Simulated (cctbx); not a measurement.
# Absolute structure of ZrAl5

Space group P6_322 (no. 182), a = 4.8860 Å, b = 4.8860 Å, c = 8.8900 Å, α = 90.00°, β = 90.00°, γ = 120.00°.

```csv
atom,mult.,x,y,z,Ueq (Å²)
Zr1,2,2/3,1/3,3/4,0.0065
Al1,6,0.6747,0.6747,1/2,0.0102
Al2,2,2/3,1/3,1/4,0.0111
Al3,2,0,0,1/4,0.0127
```

The model is made up (kin elements in a known structure type, no relaxation), so it says nothing on whether the phase exists.

Data sets are simulated with cctbx and refined with Bijvoet mates kept apart; Flack x is then fitted as the share of an inverted twin with the atoms fixed, Hooft y from the Bijvoet differences. The group has rotations alone, so the crystal has a hand.

Untwinned crystal. What Flack and Hooft values should come out?

```csv
λ (Å),extinction (unmodelled),d min (Å),top counts,error (%),model,R1,Flack x,s.u.,Hooft y,s.u.,pairs
0.71073,0,0.77,20000,4,as given,0.0077,0.10,0.4,0.178,0.270,34
0.71073,0,0.77,20000,4,inverted,0.0080,0.90,0.4,0.822,0.271,34
1.54184,0.3,0.83,20000,2,as given,0.0112,0.00,0.17,0.015,0.094,25
```

With Mo Kα, the s.u. is too large to fix the hand. With Cu Kα, the s.u. is too large to fix the hand. Inverting the model turns x into about 1 − x.

[Logs are printed without paths, hosts, clocks, repeated set-up lines and the standing remarks that a program may print on its own settings, such as how far it seeks lower states.]
